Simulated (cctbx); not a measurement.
# YMo: as given, inverted or twinned?

Space group R3m (no. 160), a = 3.2730 Å, b = 3.2730 Å, c = 46.9500 Å, α = 90.00°, β = 90.00°, γ = 120.00°.

| atom | mult. | x | y | z | Ueq (Å²) |
| --- | --- | --- | --- | --- | --- |
| Mo1 | 3 | 1/3 | 2/3 | 0.2772 | 0.0085 |
| Mo2 | 3 | 1/3 | 2/3 | 0.1664 | 0.0084 |
| Mo3 | 3 | 0 | 0 | 0.0010 | 0.0103 |
| Y1 | 3 | 1/3 | 2/3 | 0.0545 | 0.0139 |
| Y2 | 3 | 2/3 | 1/3 | 0.2197 | 0.0119 |
| Y3 | 3 | 0 | 0 | 0.1111 | 0.0098 |

The model was made for the exercise: a known structure type with other elements put in, its volume estimated, not relaxed; displacement parameters are assumed.

Data sets are simulated with cctbx and refined with Bijvoet mates kept apart; Flack x is then fitted as the share of an inverted twin with the atoms fixed, Hooft y from the Bijvoet differences. The group is acentric but holds improper operations, so there is an absolute structure (orientation) and no hand.

Untwinned crystal. What Flack and Hooft values should come out?

```csv
λ (Å),extinction (unmodelled),d min (Å),top counts,error (%),model,R1,Flack x,s.u.,Hooft y,s.u.,pairs
0.71073,0.1,0.77,70000,4,as given,0.0126,0.002,0.003,-0.003,0.005,169
0.71073,0.1,0.77,70000,4,inverted,0.0716,0.09,0.02,0.079,0.005,169
1.54184,0,0.83,70000,4,as given,0.0154,0.04,0.04,-0.007,0.037,141
```

With Mo Kα, x is within 3 s.u. of 0, so the absolute structure is right. With Cu Kα, x is within 3 s.u. of 0, so the absolute structure is right. The inverted model doesn't give 1 − x: the structure is pseudo-centrosymmetric, and the refinement slid into another minimum.

A further crystal gives:

| λ (Å) | extinction (unmodelled) | d min (Å) | top counts | error (%) | model | R1 | Flack x | s.u. | Hooft y | s.u. | pairs |
| --- | --- | --- | --- | --- | --- | --- | --- | --- | --- | --- | --- |
| 0.6889 | 0 | 0.77 | 5000 | 3 | as given | 0.0373 | 0.307 | 0.017 | 0.278 | 0.017 | 170 |

**Question.** What is it?

It was simulated as an inversion twin with a fraction 0.3 of the inverted domain. Flack x is over 3 s.u. from both 0 and 1 and reads that fraction.

[Logs are printed without paths, hosts, clocks, repeated set-up lines and the standing remarks that a program may print on its own settings, such as how far it seeks lower states.]
